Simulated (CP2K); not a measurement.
Consider 3-aminothiophene at its PBE geometry (Å).

```xyz
11

N     1.8212   -0.3777    0.0012
C     0.4734    0.0100   -0.0878
C    -0.5969   -0.7679    0.4581
C    -1.8344   -0.2339    0.1863
S    -1.7153    1.2076   -0.7334
C     0.0044    1.1233   -0.7641
H     2.0376   -0.9218    0.8322
H     2.4825    0.3857   -0.1096
H    -0.4483   -1.6873    1.0223
H    -2.8061   -0.6186    0.4798
H     0.5820    1.8806   -1.2850
```

Method: CP2K XAS_TDP, all-electron GAPW, PBEh(45%), aug-cc-pVDZ, TDA, GW2X-corrected core level, no relativity.

**Question.** Where do the C K-edge lines lie, and how strong are they?

Leading lines: C2 288.53 eV, C3 287.36 eV, C4 287.05 eV and C6 287.21 eV. The leading line of an atom is its first one with 35 % of the strongest within 2.5 eV of its lowest line over the strength cut. Core ionisation energies at this level: C3 291.64, C4 291.93, C2 292.64 and C6 291.35 eV.

The first six lines of each atom with a strength over 0.0015:

```tsv
atom	energy (eV)	states	strength, one atom	above the computed threshold
C2 (bonded to 2 C and N)	288.53	1	0.0530	
	290.51	1	0.0091	
	290.82	1	0.0039	
	291.60	1	0.0031	
	291.83	1	0.0050	
	292.39	1	0.0046	
C3 (bonded to 2 C and H)	287.36	1	0.0414	
	289.72	1	0.0089	
	290.14	1	0.0081	
	290.38	1	0.0035	
	290.69	1	0.0048	
	291.53	1	0.0038	
C4 (bonded to C, S and H)	287.05	1	0.0503	
	289.73	1	0.0268	
	290.11	1	0.0132	
	290.72	1	0.0059	
	291.69	1	0.0034	
	291.89	1	0.0018	
C6 (bonded to C, S and H)	287.21	1	0.0407	
	289.06	1	0.0236	
	289.62	1	0.0175	
	290.18	1	0.0029	
	290.79	1	0.0044	
	291.06	1	0.0031
```

Lines are vertical, at one geometry, with no vibrational structure. GW2X ionisation energies and lines can be off by 1 to 2 eV either way, and a good line position may hide errors that cancel. These values hold no scalar relativity, about 0.1 eV for C 1s. Rydberg lines, and the discretised continuum above threshold, depend on the basis and the box.

[Banner, clock and machine lines of the logs are left out without a mark of their own.]

[Logs are printed without paths, hosts, clocks, repeated set-up lines and the standing remarks that a program may print on its own settings, such as how far it seeks lower states.]

[Hosts, paths, dates, database ids (printed as entryN), source tags and the programs' standing remarks are cut or masked in the printed files.]
